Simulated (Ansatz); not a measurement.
**Moving the knobs of a GW run on Ge2Sb2Te5 (P-3m1)**

A base run on Ge2Sb2Te5 (P-3m1), then changed inputs.

Method: G0W0 on PBE, plane waves, PAW; PAW set soft_1, in Ansatz 0.2.0.

In doubt: masses and optical values from hybrid runs of this build are listed as unsure (step 3), which bears on the screening that GW takes from such a start.

## 1. The starting structure

It takes space group P-3m1 (No. 164, trigonal). Conventional cell: a = 4.294 Å, b = 4.294 Å, c = 17.101 Å, α = 90.00°, β = 90.00°, γ = 120.00°. Nearest to Ge lie 6 Te at 3.00 to 3.04 Å. Nearest to Sb lie 6 Te at 3.01 to 3.20 Å. Te has 6 Ge at 3.04 Å nearest. Nearest to Te lie 3 Ge at 3.00 Å and 3 Sb at 3.20 Å. Te has 3 Sb at 3.01 Å nearest. Farther neighbours and most contacts between anions are not listed.

The cell and positions are those that the Materials Project relaxed with its own functionals (PBE, PBE+U or r2SCAN), kept fixed. Spin-orbit coupling is left out unless a step names it.

## 2. The base run: 6×6×1 mesh, 477 empty bands, screening to 84 eV, PAW set soft_1 files

Now the one-shot GW correction: screening in the RPA, then the self-energy of the levels asked for. This step takes PAW set soft_1 files.

The input, input.yaml:

```yaml
crystal:
  lattice:
    - [4.2940644248, 0.0, 0.0]
    - [-2.1470322124, 3.7187688774, 0.0]
    - [0.0, 0.0, 17.101346]
  atoms:
    - { symbol: Ge, position: [0.33333333, 0.66666667, 0.897105] }
    - { symbol: Ge, position: [0.66666667, 0.33333333, 0.102895] }
    - { symbol: Sb, position: [0.0, 0.0, 0.679932] }
    - { symbol: Sb, position: [0.0, 0.0, 0.320068] }
    - { symbol: Te, position: [0.0, 0.0, 0.0] }
    - { symbol: Te, position: [0.66666667, 0.33333333, 0.798458] }
    - { symbol: Te, position: [0.33333333, 0.66666667, 0.201542] }
    - { symbol: Te, position: [0.33333333, 0.66666667, 0.580108] }
    - { symbol: Te, position: [0.66666667, 0.33333333, 0.419892] }
kpoints:
  mp_grid: { grid: [6, 6, 1] }
hamiltonian:
  xc: pbe
  pseudopotentials: { kind: paw, azcp: { folder: soft_1 } }
scf:
  occupations: { method: fixed }
gw:
  n_empty_bands: 477
  ecut_chi: 84
  qp_bands: [v3, c3]
  qp_kpoints: band_edges
  screening: { model: contour_deformation }
```

On the command line:

```sh
$ ansatz run input.yaml --threads 3 --pin off --max-ram 92160MiB --backend cuda --events-out ev --progress --plain --runs-dir out --devices 1 --max-vram 13GiB
```

Numbers of over 12 decimals in the logs are rounded to 6 here.

Log:

```text
GPUs: using 1 of 1 available (devices: 1).
Engine: ansatz 0.2.0, x86_64-unknown-linux-gnu
Pseudopotentials: kind: paw
Pseudopotential: Ge, paw, valence charge 14, recommended cutoff 420 eV (normal), soft_1/Ge.paw.azcp
Pseudopotential: Sb, paw, valence charge 15, recommended cutoff 420 eV (normal), soft_1/Sb.paw.azcp
Pseudopotential: Te, paw, valence charge 16, recommended cutoff 420 eV (normal), soft_1/Te.paw.azcp
Functional definition: PBE
  parameter kappa = 0.804
  parameter beta = 0.066725
  exchange = pbe_x(kappa = kappa, mu = beta*pi^2/3)
  correlation = pbe_c(beta = beta)
device memory: the entry about to start is reckoned to put 4.5 GiB on a device that reports 41.2 GiB free (of which the cap on the GPU budget leaves the run 13.0 GiB)
GPU FFT provider: cuFFT
GPU libraries: cuBLAS 13.8.2, cuFFT 12.4.0, cuSOLVER 12.3.4
Crystal: 9 atoms, lattice volume = 273.085 Å³
Basis set: ecut = 420 eV, 5295 PW (Γ)
Bands: 83, of which v1, the nominal top of the filled ones, is band 69 counted from 1 (68 counted from 0)
Symmetry: 12 space group operations
Space group: P-3m1 (ITA 164), of the structure as read, at distance tolerance 6.5e-5 Å
k-points: 7 of 36
Non-local potential: Ge, projectors of the file, l = 0: 2, l = 1: 2, l = 2: 3, l = 3: 1
Non-local potential: Sb, projectors of the file, l = 0: 2, l = 1: 2, l = 2: 2, l = 3: 1
Non-local potential: Te, projectors of the file, l = 0: 2, l = 1: 2, l = 2: 2, l = 3: 1
PAW form: soft (Blöchl's): semilocal exchange-correlation on the pseudo side does not see the compensation charge
PAW one-centre angular grid: Ge, 590 points (default); XC on 64 Gauss nodes
PAW one-centre angular grid: Sb, 590 points (default); XC on 64 Gauss nodes
PAW one-centre angular grid: Te, 590 points (default); XC on 64 Gauss nodes
Initial density: superposition of atomic densities (chi_scale 0.1, normalization cell, long waves kept (reshape's long-wave potential 0.31 eV rms))
Initial wavefunctions: pseudopotential atomic-orbital guess
GPU buffer pool allocated for 108000 grid points (all kernels)
GPU transforms: local potential and band sums: pruned to the plane-wave sphere, on 30×30×120
Functional: x = pbe(κ = 0.804, μ = 0.219515), c = pbe(β = 0.066725)
SCF iter   1: F=—  HF=-56460.932716 eV  |F-HF|=—  |Δ(HF+E_count)|=         —  Δρ=1.54e-2  dr2=1.05e1  ethr=3.10e-3  ⟨swp⟩=4.9  Hψ=1861  notcnv=0  defer=80
preconditioner: auto → Resta (q_TF=auto, 2.435 Å⁻¹)  ε∞=4.6  [insulator: Δε(μ)=0.115 eV  Ē_g=8.223 eV  n_scr=66 (ndim 8)  ℏωp=15.6 eV  f_vac=0.005  ε∞_Penn≈4.6]
SCF iter   2: F=—  HF=-56461.185860 eV  |F-HF|=—  |Δ(HF+E_count)|=   2.53e-1  Δρ=1.53e-2  dr2=1.73e1  ethr=3.10e-3  ⟨swp⟩=3.0  Hψ=761  notcnv=0  defer=71
[...]
E_xc         = -953.609457
  E_vxc        = -820.491784  (∫ρ·V_xc dr)
  E_paw        = -36448.575561  (= ΣΔE_a)
  E_vpaw       = -3239.112593  (= ΣTr[D̂ρ^β])
  E_aug_tail   = 0.000745  (compensation charges beyond the density's cutoff)
  E_ewald      = -13595.634202
  E_smearing   = -0.000000  (= −TS)
  E_closure    = 0.000000  (closes the sum)
  Σ components = -56460.360881   (vs F -56460.360881, Δ=0.00e0)
--- Band table (eV; the first three rows and the last of 7) ---
  k-point 0: bands = [... 65 lower, 7.9629, 8.0884, 8.3973, 9.2318, 9.5063, 9.5063, 9.5514, 10.1500, ... 10 higher]
  k-point 1: bands = [... 65 lower, 7.9096, 8.1649, 8.5658, 9.0021, 9.7827, 9.8254, 10.3519, 10.4302, ... 10 higher]
  k-point 2: bands = [... 65 lower, 7.3755, 7.8749, 8.0577, 8.4474, 10.0894, 10.1562, 10.5569, 10.7322, ... 10 higher]
  k-point 6: bands = [... 65 lower, 6.9058, 8.4562, 8.4562, 8.5653, 9.9321, 9.9321, 10.1759, 11.9024, ... 10 higher]
--- G₀W₀: contour deformation, 8 samples at zero and on the imaginary axis and 1 off it, 36 q-points, 477 empty bands' worth ---
  eigenvalues of the whole cell's RPA ε∞ on this k-mesh (on a slab, of 1 + 4πα/V) = 59.4047, 213.9540, 213.9540; static W/v taken at q = 0 is 0.007204
  bands read: the sum over 546 bands ends inside a degenerate multiplet in 1 slot, whose members it reads at an even weight; the widest, k=0: bands 546 to 547 (counted from 1) at 1/2 each
  gw.qp_kpoints: band_edges: 5 of 7 stored k-points solved, in 1 pass; an edge of the gap read off the rows below is read off those points alone
    valence top: of the k-points left out ik 2 came nearest to being solved in a further pass, in band 69 (counted from 1, as in the quasiparticle table): it holds the edge there only if its correction is more favourable than any solved in that band by at least 0.784 eV; those differ by 0.068 eV
    conduction bottom: of the k-points left out ik 2 came nearest to being solved in a further pass, in band 70 (counted from 1, as in the quasiparticle table): it holds the edge there only if its correction is more favourable than any solved in that band by at least 0.582 eV; those differ by 0.070 eV
    ik  band        ε_KS         Σx   Σc(E_QP)       V_xc       Z   E_QP_lin       E_QP  E_QP is
     0    67      8.0884   -14.3311     0.1546   -14.1373  0.7400     8.0491     8.0492  root
     0    68      8.3973   -14.3874     0.3347   -13.9764  0.7392     8.3208     8.3210  root
     0    69      9.2318   -14.4066     0.0450   -14.2909  0.7424     9.1609     9.1611  root
     0    70      9.5063    -9.7141    -2.8329   -12.5162  0.7418     9.4755     9.4754  root
     0    71      9.5063    -9.7141    -2.8329   -12.5162  0.7418     9.4755     9.4754  root
     0    72      9.5514    -9.4169    -3.1904   -12.6244  0.7514     9.5685     9.5685  root
     1    67      8.1649   -15.3179     1.2016   -13.9314  0.7294     7.9773     7.9800  root
     1    68      8.5658   -15.2789     0.7437   -14.4269  0.7358     8.4569     8.4574  root
[...]
6    69      8.5653   -15.0921     0.7592   -14.1938  0.7368     8.4251     8.4262  root
     6    70      9.9321    -9.4197    -3.2244   -12.6519  0.7412     9.9399     9.9399  root
     6    71      9.9321    -9.4197    -3.2244   -12.6519  0.7412     9.9399     9.9399  root
     6    72     10.1759    -9.4592    -3.2900   -12.7633  0.7381    10.1900    10.1900  root
[key lines of the parts left out:]
SCF converged after 11 iterations
Free energy (F): -56460.360881 eV
Fermi energy:    9.231845 eV
```

It took 49 s on 1 × NVIDIA H100 80GB HBM3 (shared by 6 runs) with 3 threads of AMD EPYC 7R13 (Zen 3), shared host; peak memory 1.9 GiB; 74 s of CPU time.

In the SCF lines HF is the Harris–Foulkes energy and dr2 the Hartree energy of the density residual, in eV; the loop may stop once dr2 is under the threshold and the program's other checks hold. Hψ counts applications of the Hamiltonian.

This step gave:

```yaml
bands_summed: 546
rpa_eps_infinity_on_this_mesh_eigenvalues: 59.40, 214.0, 214.0
plane_waves_in_the_screening_matrix: 463
q_points_in_the_mesh: 36
g0w0_gap_on_the_mesh: 0.3143 eV
k_of_the_valence_top: 0, 0, 0
k_of_the_conduction_bottom: 0, 0, 0
starting_gap_on_the_mesh: 0.2744 eV
z_at_the_valence_top: 0.7424
z_at_the_conduction_bottom: 0.7418
least_direct_g0w0_gap_on_the_computed_points: 0.3143 eV
```

The gap on the mesh goes from 0.27 eV to 0.31 eV, a correction of +0.04 eV. Between the two edge states, bare exchange in place of the xc potential would open the gap by 2.92 eV, and correlation takes back 2.88 eV.

## 3. Variant: starting point

This step: G0W0 on Hartree-Fock, plane waves, PAW; PAW set soft_1.

input.yaml: that of step 2 with these lines changed.

```diff
@@ -18,3 +18,3 @@
 hamiltonian:
-  xc: pbe
+  xc: hf
   pseudopotentials: { kind: paw, azcp: { folder: soft_1 } }
@@ -23,4 +23,4 @@
 gw:
-  n_empty_bands: 477
-  ecut_chi: 84
+  n_empty_bands: 620
+  ecut_chi: 100
   qp_bands: [v3, c3]
```

Log:

```text
GPUs: using 1 of 1 available (devices: 1).
[...]
davidson cushion auto → on  (no smearing: the cushion is to keep the highest requested band from converging to the state above it; pin scf.eigensolver.cushion to override)
[...]
GPU FFT provider: cuFFT
GPU libraries: cuBLAS 13.8.2, cuFFT 12.4.0, cuSOLVER 12.3.4
Crystal: 9 atoms, lattice volume = 273.085 Å³
Basis set: ecut = 420 eV, 5295 PW (Γ)
Bands: 83, of which v1, the nominal top of the filled ones, is band 69 counted from 1 (68 counted from 0)
[... 1 set-up line as in the run before ...]
[...]
k-points: 7 of 36
[...]
GPU buffer pool allocated for 108000 grid points (all kernels)
[...]
SCF iter   1: F=—  HF=-55842.338231 eV  |F-HF|=—  |Δ(HF+E_count)|=         —  Δρ=1.65e-2  dr2=1.03e1  ethr=1.00e-1  ⟨swp⟩=9.1  Hψ=1607  notcnv=0
[...]
SCF iter  10: F=-55842.090658 eV  HF=-55842.090658 eV  |F-HF|=4.46e-7  |Δ(HF+E_count)|=   5.36e-6  Δρ=3.13e-5  dr2=1.18e-6  ethr=1.13e-8  ⟨swp⟩=3.6  Hψ=1594  notcnv=0
SCF 1 stopped early in 10 iterations: F = -55842.090658 eV  dr2 = 1.18e-6
[...]
GPU FFT provider: cuFFT
GPU libraries: cuBLAS 13.8.2, cuFFT 12.4.0, cuSOLVER 12.3.4
[...]
GPU buffer pool allocated for 108000 grid points (all kernels)
[...]
Frozen-core exchange: fock
[...]
Internal energy: -55948.255934 eV  (E = F + TS)
E sigma→0 (E₀):  -55948.255934 eV
Fermi energy:    8.701627 eV
[...]
--- Band table (eV; the first three rows and the last of 7) ---
  k-point 0: bands = [... 65 lower, 6.2735, 7.7092, 7.7355, 8.7016, 12.5219, 12.5219, 13.2202, 13.3492, ... 2 higher]
  k-point 1: bands = [... 65 lower, 6.6051, 6.9440, 7.5009, 8.2528, 12.9948, 13.3687, 13.6889, 14.0082, ... 2 higher]
  k-point 2: bands = [... 65 lower, 5.7044, 6.2050, 7.1003, 7.7964, 13.2721, 13.7542, 14.1554, 14.2335, ... 2 higher]
  k-point 6: bands = [... 65 lower, 5.2284, 7.2195, 7.2195, 7.3826, 13.4400, 13.4400, 13.7183, 16.0312, ... 2 higher]
  guard bands above this table: 8 of the run's 83 bands. The solve was not asked for them (output.publish_guard_bands: true or output.eigenvalues: true publishes all)
[...]
0    67      7.7092   -14.8774     0.3338   -14.8196  0.8608     7.9849     7.9853  root
     0    68      7.7355   -15.1790     0.5889   -15.1329  0.8577     8.2771     8.2783  root
     0    69      8.7016   -14.6081     0.2899   -14.5398  0.8632     8.9230     8.9232  root
     0    70     12.5219    -8.7752    -2.5517    -8.8239  0.8603    10.0421    10.0189  root
     0    71     12.5219    -8.7752    -2.5517    -8.8239  0.8603    10.0421    10.0189  root
     0    72     13.2202    -8.5433    -2.9245    -8.5835  0.8614    10.3696    10.3359  root
     1    67      6.9440   -14.5279     0.6159   -14.4856  0.8566     7.5161     7.5176  root
     1    68      7.5009   -15.5266     0.7841   -15.4737  0.8560     8.2298     8.2322  root
[...]
6    69      7.3826   -15.2920     0.8031   -15.2337  0.8565     8.1249     8.1274  root
     6    70     13.4400    -8.4841    -2.8376    -8.5381  0.8577    10.6891    10.6565  root
     6    71     13.4400    -8.4841    -2.8376    -8.5381  0.8577    10.6891    10.6565  root
     6    72     13.7183    -8.4982    -2.8434    -8.5502  0.8573    10.9606    10.9269  root
[key lines of the parts left out:]
Free energy (F): -55948.255934 eV
```

Run time: 2.2 min. Hardware: 1 × NVIDIA H100 80GB HBM3 (shared by 6 runs) with 3 threads; peak memory 2.8 GiB; 3.4 min of CPU time.

The G0W0 gap on the mesh is 1.096 eV.

Against the base:

| setting | base | variant |
| --- | --- | --- |
| start | PBE | Hartree-Fock |
| empty bands | 477 | 620 |
| screening cutoff (eV) | 84 | 100 |

| quantity | variant | base |
| --- | --- | --- |
| starting gap on the mesh | 3.820 | 0.274 |
| G0W0 gap on the mesh | 1.096 | 0.314 |
| least direct G0W0 gap on the computed points | 1.096 | 0.314 |
| Z at the valence top | 0.863 | 0.742 |
| Z at the conduction bottom | 0.860 | 0.742 |

## 4. Variant: fewer bands

This step: G0W0 on PBE, plane waves, PAW; PAW set soft_1.

input.yaml: that of step 3 with these lines changed.

```diff
@@ -18,3 +18,3 @@
 hamiltonian:
-  xc: hf
+  xc: pbe
   pseudopotentials: { kind: paw, azcp: { folder: soft_1 } }
@@ -23,4 +23,4 @@
 gw:
-  n_empty_bands: 620
-  ecut_chi: 100
+  n_empty_bands: 206
+  ecut_chi: 60
   qp_bands: [v3, c3]
```

Log:

```text
GPUs: using 1 of 1 available (devices: 1).
[...]
GPU FFT provider: cuFFT
GPU libraries: cuBLAS 13.8.2, cuFFT 12.4.0, cuSOLVER 12.3.4
Crystal: 9 atoms, lattice volume = 273.085 Å³
Basis set: ecut = 420 eV, 5295 PW (Γ)
Bands: 83, of which v1, the nominal top of the filled ones, is band 69 counted from 1 (68 counted from 0)
[... 1 set-up line as in the run before ...]
[...]
k-points: 7 of 36
[...]
GPU buffer pool allocated for 108000 grid points (all kernels)
[...]
SCF iter   1: F=—  HF=-56460.932716 eV  |F-HF|=—  |Δ(HF+E_count)|=         —  Δρ=1.54e-2  dr2=1.05e1  ethr=3.10e-3  ⟨swp⟩=4.9  Hψ=1861  notcnv=0  defer=80
[...]
SCF iter  11: F=-56460.360881 eV  HF=-56460.360881 eV  |F-HF|=1.31e-8  |Δ(HF+E_count)|=   1.31e-7  Δρ=1.39e-6  dr2=8.37e-9  ethr=7.25e-11  ⟨swp⟩=13.0  Hψ=2714  notcnv=0
SCF 1 converged in 11 iterations: F = -56460.360881 eV  dr2 = 8.37e-9
[...]
G₀W₀ screening: q 1/7
[... further progress lines ...]
[...]
SCF converged after 11 iterations
Free energy (F): -56460.360881 eV
[...]
Internal energy: -56460.360881 eV  (E = F + TS)
E sigma→0 (E₀):  -56460.360881 eV
Fermi energy:    9.231845 eV
[...]
--- Band table (eV; the first three rows and the last of 7) ---
  k-point 0: bands = [... 65 lower, 7.9629, 8.0884, 8.3973, 9.2318, 9.5063, 9.5063, 9.5514, 10.1500, ... 10 higher]
  k-point 1: bands = [... 65 lower, 7.9096, 8.1649, 8.5658, 9.0021, 9.7827, 9.8254, 10.3519, 10.4302, ... 10 higher]
  k-point 2: bands = [... 65 lower, 7.3755, 7.8749, 8.0577, 8.4474, 10.0894, 10.1562, 10.5569, 10.7322, ... 10 higher]
  k-point 6: bands = [... 65 lower, 6.9058, 8.4562, 8.4562, 8.5653, 9.9321, 9.9321, 10.1759, 11.9024, ... 10 higher]
[...]
`?` marks the rows in doubt; gw_qp.tsv's column doubts and the gw_qp event give each row's grounds
[...]
0    67      8.0884   -14.3311     0.4690   -14.1373  0.7413     8.3609     8.3636  root
     0    68      8.3973   -14.3874     0.6399   -13.9764  0.7406     8.6243     8.6262  root
     0    69      9.2318   -14.4066     0.3678   -14.2909  0.7441     9.4820     9.4840  root
     0    70      9.5063    -9.7141    -2.5670   -12.5162  0.7431     9.7470     9.7413  root
     0    71      9.5063    -9.7141    -2.5670   -12.5162  0.7431     9.7470     9.7413  root
     0    72      9.5514    -9.4169    -2.9171   -12.6244  0.7525     9.8481     9.8419  root
     1    67      8.1649   -15.3179     1.4923   -13.9314  0.7311     8.2701     8.2707  root
     1    68      8.5658   -15.2789     1.0596   -14.4269  0.7376     8.7717     8.7734  root
[...]
3    71     10.1903    -9.3703    -3.0465   -12.6860  0.7435    10.4743    10.4595  root ?
[...]
6    67      8.4562   -14.9834     1.1287   -14.0152  0.7364     8.6154     8.6166  root
     6    68      8.4562   -14.9834     1.1287   -14.0152  0.7364     8.6154     8.6166  root
     6    69      8.5653   -15.0921     1.0682   -14.1938  0.7384     8.7340     8.7352  root
     6    70      9.9321    -9.4197    -2.9624   -12.6519  0.7426    10.2170    10.2019  root ?
     6    71      9.9321    -9.4197    -2.9624   -12.6519  0.7426    10.2170    10.2019  root ?
     6    72     10.1759    -9.4592    -3.0160   -12.7633  0.7395    10.4708    10.4640  root
```

The job ended after 12 s (1 × NVIDIA H100 80GB HBM3 (shared by 6 runs) with 3 threads; peak memory 1.4 GiB).

Against the base:

| setting | base | variant |
| --- | --- | --- |
| empty bands | 477 | 206 |
| screening cutoff (eV) | 84 | 60 |

| quantity | variant | base |
| --- | --- | --- |
| starting gap on the mesh | 0.274 | 0.274 |
| G0W0 gap on the mesh | 0.257 | 0.314 |
| least direct G0W0 gap on the computed points | 0.257 | 0.314 |
| Z at the valence top | 0.744 | 0.742 |
| Z at the conduction bottom | 0.743 | 0.742 |

## 5. Results

```json
{
 "base": "0.31 eV, 49 s",
 "starting point": "1.10 eV, 2.2 min",
 "fewer bands": "0.26 eV, 12 s"
}
```

In words: Starting point: the gap moves by +0.78 eV and the time by a factor of 2.6. The variant differs from the base in start, empty bands and screening cutoff together, so the change can't be laid to one of them. Fewer bands: the gap moves by −0.06 eV and the time by a factor of 0.25; such settings are too crude to quote. The variant differs from the base in empty bands and screening cutoff together, so the change can't be laid to one of them. All runs here use a coarse mesh and modest cutoffs; they test settings and are not final values. The 6×6×1 mesh is coarse for this cell (its supercell is 17 Å along the shortest edge). The RPA ε∞ on it, from the PBE start, is 59.40 and 213.95; such meshes misread the long-range screening, most where the gap is narrow. With atoms this heavy and so narrow a gap, spin-orbit coupling can invert the bands. These scalar-relativistic gaps are then model values, not to be set against experiment, and a spin-orbit change taken from DFT can't simply be added. On this mesh the RPA ε∞ passes 90, more than nearly any semiconductor shows; a coarse mesh does this where one point with a narrow direct gap carries much weight. The screening is then too strong, and the G0W0 gap should not be taken as the material's.

[Paths, hosts, dates, memory and timing lines, banners, echoed tables and standing remarks are left out of the program output.]

[Logs are printed without paths, hosts, clocks, repeated set-up lines and the standing remarks that a program may print on its own settings, such as how far it seeks lower states.]

[Runs of the session that timed out or met a known fault of the program may be left out.]

[Cells called generated may have been cut or substituted from an entry of the Crystallography Open Database or the Materials Project.]

[Hosts, paths, dates, database ids (printed as entryN), source tags and the programs' standing remarks are cut or masked in the printed files.]
